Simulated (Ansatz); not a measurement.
```xyz
5
Lattice="3.986 0.000 0.000 0.000 3.986 0.000 0.000 0.000 3.986" Properties=species:S:1:pos:R:3 pbc="T T T" subject="KMgF3 (Pm-3m): band gap by G0W0 on PBE" method="DFT, PBE, plane waves, PAW; PAW set soft_1 (and 1 further level or step)" program="Ansatz 0.2.0" settings_of_one_run="cutoff 420 eV, 6×6×6 k-mesh, smearing width 0.02 eV, PAW set soft 1" cost="2 runs, 30 s in all on 1 × NVIDIA H100 80GB HBM3 (shared by 6 runs) with 2 threads of AMD EPYC 7R13 (Zen 3), shared host (the runs of this entry)" notes="The cell and positions come from the Crystallography Open Database and are kept as given unless a step says otherwise." pbe_gap_over_mesh_and_path="7.334 eV, from k = (0.500, 0.500, 0.500) to k = Γ" g0w0_pbe_gap_over_all_10_irreducible_mesh_points="11.335 eV, from k = (-0.500, -0.500, -0.500) to k = Γ" gw_settings="4×4×4 mesh, 406 empty bands, screening to 200 eV, PAW set soft_1 files" known_limits="finite bands, screening cutoff and k mesh; no spin-orbit coupling in G0W0"
K     1.993    1.993    1.993
Mg    0.000    0.000    0.000
F     1.993    0.000    0.000
F     0.000    1.993    0.000
F     0.000    0.000    1.993
```

[Paths, hosts, dates, memory and timing lines, banners, echoed tables and standing remarks are left out of the program output.]

[Logs are printed without paths, hosts, clocks, repeated set-up lines and the standing remarks that a program may print on its own settings, such as how far it seeks lower states.]

[Runs of the session that timed out or met a known fault of the program may be left out.]

[Cells called generated may have been cut or substituted from an entry of the Crystallography Open Database or the Materials Project.]

[Hosts, paths, dates, database ids (printed as entryN), source tags and the programs' standing remarks are cut or masked in the printed files.]
